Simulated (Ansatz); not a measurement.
# How fast states decay through KLiC2, part 2 of 3

A new crystal, KLiC2: structure, gap and complex bands. It is built by putting K for part of the Li in the LiC structure of space group Immm, with the volume rescaled by atomic radii. The parent structure comes from the Materials Project.

Ansatz 0.2.0; PBEsol DFT, plane waves, PAW files (the session's first sound run).

So far. Step 2 (Cell and atoms at rest): The largest force component on a free atom ends at 0.0013 eV/Å.

The structure was built from a prototype and need not be the compound's stable phase.

### Step 3. Band edges

The energy window and the wavevectors of the next steps follow from the band edges, so these are searched first, off the mesh as well.

File input.yaml:

```yaml
crystal:
  lattice:
    - [-2.6232829598, 2.5298636402, 3.4270233953]
    - [2.6232829598, -2.5298636402, 3.4270233953]
    - [2.6232829598, 2.5298636402, -3.4270233953]
  atoms:
    - { symbol: Li, position: [0.6674378794, 0.1674378794, 0.5] }
    - { symbol: K, position: [0.2256620204, 0.7256620204, 0.5] }
    - { symbol: C, position: [0.9291371181, 0.0534500501, 0.875687068] }
    - { symbol: C, position: [0.1777629821, 0.0534500501, 0.124312932] }
kpoints:
  mp_grid: { grid: [8, 8, 8] }
  band_path: { path: [VBM, CBM], npoints: 30 }
scf:
  occupations: { method: fixed }
hamiltonian:
  xc: pbesol
output:
  eigenvalues: true
  write_potential: true
  write_density: true
  volumetric_format: npy
```

Command:

```
ansatz run input.yaml --threads 2 --pin off --max-ram 4096MiB --backend cpu --events-out ev --progress --plain --runs-dir out
```

Numbers of over 12 decimals in the logs are rounded to 6 here.

Log:

```text
[...]
Crystal: 4 atoms, lattice volume = 90.974 Å³
Basis set: ecut = 420 eV, 1787 PW (Γ)
Bands: 14, of which v1, the nominal top of the filled ones, is band 10 counted from 1 (9 counted from 0)
Symmetry: 4 space group operations
[...]
k-points: 95 of 512 (time reversal used)
[...]
SCF iter   1: F=—  HF=-2211.119120 eV  |F-HF|=—  |Δ(HF+E_count)|=         —  Δρ=3.41e-3  dr2=1.25e-2  ethr=1.77e-3  ⟨swp⟩=4.9  Hψ=6771  notcnv=0  defer=158
[...]
SCF iter   6: F=-2211.117982 eV  HF=-2211.117982 eV  |F-HF|=3.58e-8  |Δ(HF+E_count)|=   8.42e-7  Δρ=4.47e-6  dr2=1.52e-8  ethr=5.00e-10  ⟨swp⟩=5.7  Hψ=5914  notcnv=0
SCF 1 converged in 6 iterations: F = -2211.117982 eV  dr2 = 1.52e-8
[...]
NSCF: frozen V_eff on 46 k-points
[...]
SCF converged after 6 iterations
Free energy (F): -2211.117982 eV
[...]
Internal energy: -2211.117982 eV  (E = F + TS)
E sigma→0 (E₀):  -2211.117982 eV
Fermi energy:    0.333957 eV
[...]
--- Band table (eV; the first three rows and the last of 95) ---
  k-point 0: bands = [... 6 lower, -2.3083, -0.6074, -0.1560, -0.0750, 4.7416, 5.4125, 5.6140, 7.9024]
  k-point 1: bands = [... 6 lower, -2.3659, -0.5482, -0.1253, -0.0737, 4.7887, 5.1591, 5.7494, 7.7420]
  k-point 2: bands = [... 6 lower, -2.4793, -0.4691, -0.1158, 0.0422, 4.4535, 5.0578, 6.1843, 7.6822]
  k-point 94: bands = [... 6 lower, -2.3794, -0.6846, -0.2612, 0.0071, 5.6028, 6.2953, 6.5164, 6.6616]
```

It took 9.5 s on 2 threads of Arm Neoverse V2, shared host; peak memory 0.42 GiB; 18 s of CPU time.

In the SCF lines HF is the Harris–Foulkes energy and dr2 the Hartree energy of the density residual, in eV; the loop may stop once dr2 is under the threshold and the program's other checks hold. Hψ counts applications of the Hamiltonian.

Numbers from this step:

```
Fermi energy        : 0.3340 eV
gap on the k-mesh   : 3.532 eV
gap on path         : 3.532 eV, by band count; negative where bands overlap
direct gap on path  : 3.532 eV
edge places on path : 0, 0 1/A along the path
```

Levels at VBM (eV): -2.93, -0.66, -0.61, 0.00, 3.53, 4.63, 6.81.

The searched edges give 3.53 eV, as on the mesh.

### Step 4. Complex bands

This step: PBEsol DFT, plane waves, PAW files; complex bands by layer matching along the plane's normal (Ansatz 0.2.0).

The same crystal is laid in a cell whose first two vectors span the (100) plane (indices of the standard conventional cell, whose axes can be ordered otherwise than in the bulk input). At fixed energy and wavevector in the plane the solver finds all kz, real and complex. A few wavevectors are listed, (0, 0) and (-0.5, 0) in units of the plane's reciprocal vectors; the slowest state needn't be among them.

File input.yaml:

```yaml
crystal:
  lattice:
    - [5.05972728, 0.0, 0.0]
    - [0.0, 6.854046791, 0.0]
    - [2.52986364, 3.427023395, 2.62328296]
  atoms:
    - { symbol: Li, position: [0.5, 0.1674378794, 0.0] }
    - { symbol: K, position: [0.5, 0.7256620204, 0.0] }
    - { symbol: C, position: [0.875687068, 0.0534500501, 0.0] }
    - { symbol: C, position: [0.124312932, 0.0534500501, 0.0] }
kpoints:
  mp_grid: { grid: [8, 8, 8] }
scf:
  occupations: { method: fixed }
hamiltonian:
  xc: pbesol
output:
  eigenvalues: true
  transmission:
    leads: [[0, 0]]
    kpoints: [[0.0, 0.0], [-0.5, 0.0]]
    e_range: [-1.0, 4.53]
    de: 0.14
```

Log:

```text
[...]
Crystal: 4 atoms, lattice volume = 90.974 Å³
Basis set: ecut = 420 eV, 1787 PW (Γ)
Bands: 14, of which v1, the nominal top of the filled ones, is band 10 counted from 1 (9 counted from 0)
Symmetry: 4 space group operations
[...]
k-points: 95 of 512 (time reversal used)
[...]
SCF iter   1: F=—  HF=-2211.119140 eV  |F-HF|=—  |Δ(HF+E_count)|=         —  Δρ=3.41e-3  dr2=1.25e-2  ethr=1.77e-3  ⟨swp⟩=4.9  Hψ=6745  notcnv=0  defer=158
[...]
SCF iter   6: F=-2211.117997 eV  HF=-2211.117997 eV  |F-HF|=3.65e-8  |Δ(HF+E_count)|=   8.75e-7  Δρ=4.48e-6  dr2=1.53e-8  ethr=5.00e-10  ⟨swp⟩=5.7  Hψ=5952  notcnv=0
SCF 1 converged in 6 iterations: F = -2211.117997 eV  dr2 = 1.53e-8
[...]
transmission: 4 of 8 steps passed
transmission: 8 of 8 steps passed
SCF converged after 6 iterations
Free energy (F): -2211.117997 eV
[...]
Internal energy: -2211.117997 eV  (E = F + TS)
E sigma→0 (E₀):  -2211.117997 eV
Fermi energy:    0.333975 eV
[...]
--- Band table (eV; the first three rows and the last of 95) ---
  k-point 0: bands = [... 6 lower, -2.3083, -0.6073, -0.1560, -0.0750, 4.7419, 5.4125, 5.6140, 7.9023]
  k-point 1: bands = [... 6 lower, -2.3325, -0.7059, -0.1286, -0.0393, 4.8547, 5.2038, 6.1117, 6.9917]
  k-point 2: bands = [... 6 lower, -2.3718, -0.6938, -0.2425, -0.0011, 4.9161, 5.4645, 6.3839, 6.4878]
  k-point 94: bands = [... 6 lower, -2.5642, -0.3795, -0.2958, 0.3318, 4.0395, 4.7724, 7.5124, 7.9435]
--- Transmission ---
  basis      : 311 plane waves across, 4 finite elements along
  points     : 2, as listed
  energies   : 40 from -1.000000 to 4.460000 eV about the Fermi level, 0.140000 eV apart; the leads are filled to 1.766326 eV, and channels, transmission and decay are at 1.800000 eV
  crystal 0  : C2Li1K1, at the sites [0, 0], period 2.6233 Å: whole cells are its period
    offset         : up to 0.0000 Å between an atom of the period and one for which it stands
    channels       : 0.000000e0 a spin
    conductance    : none, the energies end too early or step too widely for 300 K: set another output.transmission.e_range or a lower de, or, where they end at an eighth of basis.ecutwfc, a higher one
    slowest decay  : 0.6383 /Å at (-0.5000, 0.0000)
```

Elapsed: 38 s, on 2 threads; peak memory 0.79 GiB.

Numbers from this step:

```yaml
gap_on_the_k_mesh: 3.533 eV
level_to_which_the_leads_are_filled: 1.766 eV from the Fermi level
decay_constant_at_the_filling_level_zone_centre: 0.6470 Å⁻¹
decay_constant_at_the_filling_level_slowest_listed_point: 0.6383 Å⁻¹
```

K parallel (0, 0); values up to 1.5 1/Å, a degenerate pair printed once or twice; energies at which all values exceed this have no row. Table of Im kz of the slowest decaying states by energy, zero at the highest filled level on the SCF mesh:

```
energy (eV)  decay 1 (Å⁻¹)  decay 2 (Å⁻¹)  decay 3 (Å⁻¹)  decay 4 (Å⁻¹)
      -1.00          0.628          0.886           1.01           1.02
      -0.72          0.271          0.450          0.774          0.999
      -0.58         0.0834          0.283          0.696          0.994
      -0.30          0.181          0.244          0.413          0.981
      -0.16          0.360          0.418          0.474          0.974
      -0.02          0.434          0.452          0.567          0.966
       0.12          0.482          0.490          0.621          0.958
       0.26          0.509          0.539          0.658          0.949
       0.54          0.551          0.621          0.703          0.908
       0.68          0.569          0.656          0.718          0.853
       0.96          0.597          0.707          0.735          0.763
       1.24          0.619          0.709          0.729          0.740
       1.38          0.628          0.690          0.734          0.739
       1.66          0.643          0.660          0.728          0.736
       1.80          0.647          0.649          0.720          0.735
       2.08          0.622          0.658          0.699          0.730
       2.22          0.610          0.661          0.686          0.727
       2.50          0.584          0.658          0.665          0.718
       2.78          0.557          0.625          0.666          0.704
       2.92          0.542          0.608          0.666          0.684
       3.20          0.508          0.570          0.641          0.663
       3.34          0.489          0.549          0.618          0.661
       3.62          0.445          0.503          0.566          0.654
       3.76          0.417          0.477          0.538          0.642
       4.04          0.345          0.415          0.473          0.617
       4.18          0.289          0.376          0.435          0.603
       4.46          0.258          0.342          0.571          0.615
```

K parallel (-0.5, 0); values up to 1.5 1/Å, a degenerate pair printed once or twice; energies at which all values exceed this have no row. Table of Im kz of the slowest decaying states by energy, zero at the highest filled level on the SCF mesh:

```
energy (eV)  decay 1 (Å⁻¹)  decay 2 (Å⁻¹)  decay 3 (Å⁻¹)  decay 4 (Å⁻¹)
      -1.00          0.498          0.546          0.946           1.10
      -0.72          0.375          0.914           1.10           1.23
      -0.44          0.499          0.865           1.09           1.15
      -0.16          0.303          0.713           1.02           1.08
      -0.02          0.746          0.862           1.08              -
       0.12          0.481          0.642          0.877           1.07
       0.40          0.592          0.605          0.939           1.08
       0.68          0.618          0.630          0.874          0.990
       0.96          0.629          0.656          0.783           1.04
       1.24          0.636          0.694           1.06           1.11
       1.52          0.639          0.668           1.07           1.11
       1.80          0.638          0.639           1.08           1.11
       1.94          0.623          0.637           1.08           1.10
       2.22          0.589          0.631           1.07           1.10
       2.50          0.549          0.623           1.07           1.09
       2.78          0.503          0.612           1.06           1.08
       3.06          0.387          0.505          0.598           1.05
       3.34          0.243          0.492          0.581           1.04
       3.62          0.465          0.561           1.03           1.03
       3.90          0.425          0.536           1.01           1.02
       4.18          0.364          0.505          0.995          0.997
       4.46         0.0918          0.253          0.463          0.976
```

At the listed wavevectors the last open channel is at -0.02 eV and the next at +3.62 eV on the grid. At +1.80 eV, the grid energy nearest the filling level (the middle of the gap on the SCF mesh), the slowest state at the listed wavevectors decays with κ = 0.638 Å⁻¹, its amplitude falling by e over 1.6 Å. Through 1 nm of this crystal that state's transmission falls by exp(−2 × 0.638 Å⁻¹ × 10 Å) = 2.9e-6.

### Step 5. Decay over the two-dimensional zone

The listed points could miss the slowest state, so one energy near mid-gap is solved on a mesh of 10×10.

Changes to input.yaml since step 4:

```diff
@@ -18,6 +18,2 @@
   eigenvalues: true
-  transmission:
-    leads: [[0, 0]]
-    kpoints: [[0.0, 0.0], [-0.5, 0.0]]
-    e_range: [-1.0, 4.53]
-    de: 0.14
+  transmission: { leads: [[0, 0]], kmesh: [10, 10], e_range: [1.77, 1.78], de: 0.05 }
```

Log:

```text
[...]
Crystal: 4 atoms, lattice volume = 90.974 Å³
Basis set: ecut = 420 eV, 1787 PW (Γ)
Bands: 14, of which v1, the nominal top of the filled ones, is band 10 counted from 1 (9 counted from 0)
Symmetry: 4 space group operations
[...]
k-points: 95 of 512 (time reversal used)
[...]
SCF iter   1: F=—  HF=-2211.119140 eV  |F-HF|=—  |Δ(HF+E_count)|=         —  Δρ=3.41e-3  dr2=1.25e-2  ethr=1.77e-3  ⟨swp⟩=4.9  Hψ=6745  notcnv=0  defer=158
[...]
SCF iter   6: F=-2211.117997 eV  HF=-2211.117997 eV  |F-HF|=3.65e-8  |Δ(HF+E_count)|=   8.75e-7  Δρ=4.48e-6  dr2=1.53e-8  ethr=5.00e-10  ⟨swp⟩=5.7  Hψ=5952  notcnv=0
SCF 1 converged in 6 iterations: F = -2211.117997 eV  dr2 = 1.53e-8
[...]
transmission: 16 of 144 steps passed
transmission: 32 of 144 steps passed
[...]
transmission: 144 of 144 steps passed
SCF converged after 6 iterations
Free energy (F): -2211.117997 eV
[...]
Internal energy: -2211.117997 eV  (E = F + TS)
E sigma→0 (E₀):  -2211.117997 eV
Fermi energy:    0.333975 eV
[...]
--- Band table (eV; the first three rows and the last of 95) ---
  k-point 0: bands = [... 6 lower, -2.3083, -0.6073, -0.1560, -0.0750, 4.7419, 5.4125, 5.6140, 7.9023]
  k-point 1: bands = [... 6 lower, -2.3325, -0.7059, -0.1286, -0.0393, 4.8547, 5.2038, 6.1117, 6.9917]
  k-point 2: bands = [... 6 lower, -2.3718, -0.6938, -0.2425, -0.0011, 4.9161, 5.4645, 6.3839, 6.4878]
  k-point 94: bands = [... 6 lower, -2.5642, -0.3795, -0.2958, 0.3318, 4.0395, 4.7724, 7.5124, 7.9435]
--- Transmission ---
  basis      : 311 plane waves across, 4 finite elements along
  points     : 36, standing for a mesh of 10 x 10
  energies   : 1 from 1.770000 to 1.770000 eV about the Fermi level; the leads are filled to 1.766326 eV, and channels, transmission and decay are at 1.770000 eV
  crystal 0  : C2Li1K1, at the sites [0, 0], period 2.6233 Å: whole cells are its period
[...]
channels       : 0.000000e0 a spin
    conductance    : none, crystal 0 has no channel at the energies, or these end too early or step too widely for 300 K: set another output.transmission.e_range or a lower de, or, where they end at an eighth of basis.ecutwfc, a higher one
    slowest decay  : 0.5893 /Å at (0.5000, 0.5000)
```

The job ended after 68 s (2 threads; peak memory 0.76 GiB; 2.2 min of CPU time).

Numbers from this step:

```
least decay constant on the mesh : 0.5893 Å⁻¹
```

Slowest decay constant (1/Å; 0 where a channel is open) over k1 and k2. At 1.7700 eV from the Fermi level.

Values, 10 rows by 10 columns:
```
0.594 0.595 0.601 0.611 0.622 0.626 0.622 0.611 0.601 0.595
0.606 0.605 0.608 0.616 0.625 0.629 0.625 0.616 0.608 0.605
0.621 0.618 0.619 0.624 0.633 0.637 0.633 0.624 0.619 0.618
0.634 0.630 0.629 0.633 0.641 0.646 0.641 0.633 0.629 0.630
0.638 0.635 0.634 0.637 0.645 0.647 0.645 0.637 0.634 0.635
0.634 0.630 0.629 0.633 0.641 0.646 0.641 0.633 0.629 0.630
0.621 0.618 0.619 0.624 0.633 0.637 0.633 0.624 0.619 0.618
0.606 0.605 0.608 0.616 0.625 0.629 0.625 0.616 0.608 0.605
0.594 0.595 0.601 0.611 0.622 0.626 0.622 0.611 0.601 0.595
0.589 0.593 0.601 0.613 0.623 0.627 0.623 0.613 0.601 0.593
```
Columns: k1 (b1) from -0.5 to 0.4; rows upwards: k2 (b2) from -0.5 to 0.4.

The least value on the mesh is 0.589 Å⁻¹ at +1.77 eV. At that energy the listed points give about 0.638 Å⁻¹ by interpolation, so they missed the slowest state.

### Step 6. Band edges at another level

This step: LDA DFT, plane waves, PAW files (Ansatz 0.2.0).

The edges again with LDA, at the same atoms.

File input.yaml:

```yaml
crystal:
  lattice:
    - [-2.6232829598, 2.5298636402, 3.4270233953]
    - [2.6232829598, -2.5298636402, 3.4270233953]
    - [2.6232829598, 2.5298636402, -3.4270233953]
  atoms:
    - { symbol: Li, position: [0.6674378794, 0.1674378794, 0.5] }
    - { symbol: K, position: [0.2256620204, 0.7256620204, 0.5] }
    - { symbol: C, position: [0.9291371181, 0.0534500501, 0.875687068] }
    - { symbol: C, position: [0.1777629821, 0.0534500501, 0.124312932] }
kpoints:
  mp_grid: { grid: [8, 8, 8] }
  band_path: { path: [VBM, CBM], npoints: 30 }
scf:
  occupations: { method: fixed }
hamiltonian:
  xc: lda
output:
  eigenvalues: true
```

Log:

```text
[...]
Crystal: 4 atoms, lattice volume = 90.974 Å³
Basis set: ecut = 420 eV, 1787 PW (Γ)
Bands: 14, of which v1, the nominal top of the filled ones, is band 10 counted from 1 (9 counted from 0)
Symmetry: 4 space group operations
[...]
k-points: 95 of 512 (time reversal used)
[...]
SCF iter   1: F=—  HF=-2182.501604 eV  |F-HF|=—  |Δ(HF+E_count)|=         —  Δρ=5.49e-3  dr2=2.51e-2  ethr=1.77e-3  ⟨swp⟩=5.3  Hψ=6424  notcnv=0  defer=161
[...]
SCF iter   6: F=-2182.489716 eV  HF=-2182.489716 eV  |F-HF|=2.59e-9  |Δ(HF+E_count)|=   3.37e-9  Δρ=5.43e-6  dr2=1.87e-8  ethr=5.00e-10  ⟨swp⟩=5.0  Hψ=5357  notcnv=0
SCF 1 converged in 6 iterations: F = -2182.489716 eV  dr2 = 1.87e-8
[...]
SCF converged after 6 iterations
Free energy (F): -2182.489716 eV
[...]
Internal energy: -2182.489716 eV  (E = F + TS)
E sigma→0 (E₀):  -2182.489716 eV
Fermi energy:    0.096016 eV
[...]
--- Band table (eV; the first three rows and the last of 95) ---
  k-point 0: bands = [... 6 lower, -2.4266, -0.8643, -0.3887, -0.3038, 4.3922, 5.1308, 5.3363, 7.5295]
  k-point 1: bands = [... 6 lower, -2.4874, -0.8007, -0.3589, -0.3022, 4.4399, 4.8680, 5.4654, 7.3764]
  k-point 2: bands = [... 6 lower, -2.6045, -0.7130, -0.3452, -0.1932, 4.1209, 4.7466, 5.8802, 7.3246]
  k-point 94: bands = [... 6 lower, -2.5009, -0.9250, -0.4941, -0.2224, 5.2013, 5.9365, 6.2505, 6.4035]
```

Elapsed: 8.9 s, on 2 threads; peak memory 0.41 GiB; 18 s of CPU time.

Numbers from this step:

```
free energy        : -2182.4897 eV
Fermi energy       : 0.09602 eV
gap on the k-mesh  : 3.432 eV
gap on path        : 3.432 eV, by band count; negative where bands overlap
direct gap on path : 3.432 eV
```

Levels at VBM (eV): -2.82, -0.66, -0.60, 0.00, 3.43, 4.55, 6.71, 7.90.

The searched edges give 3.43 eV, as on the mesh.

For the gap on the k-mesh, step 3 gave 3.53 eV; this run, with LDA, gives 3.43 eV.

(Continued in part 3 of 3.)

[Logs are printed without paths, hosts, clocks, repeated set-up lines and the standing remarks that a program may print on its own settings, such as how far it seeks lower states.]

[Hosts, paths, dates, database ids (printed as entryN), source tags and the programs' standing remarks are cut or masked in the printed files.]

[New means built here by substitution; the compound itself may be known and measured.]
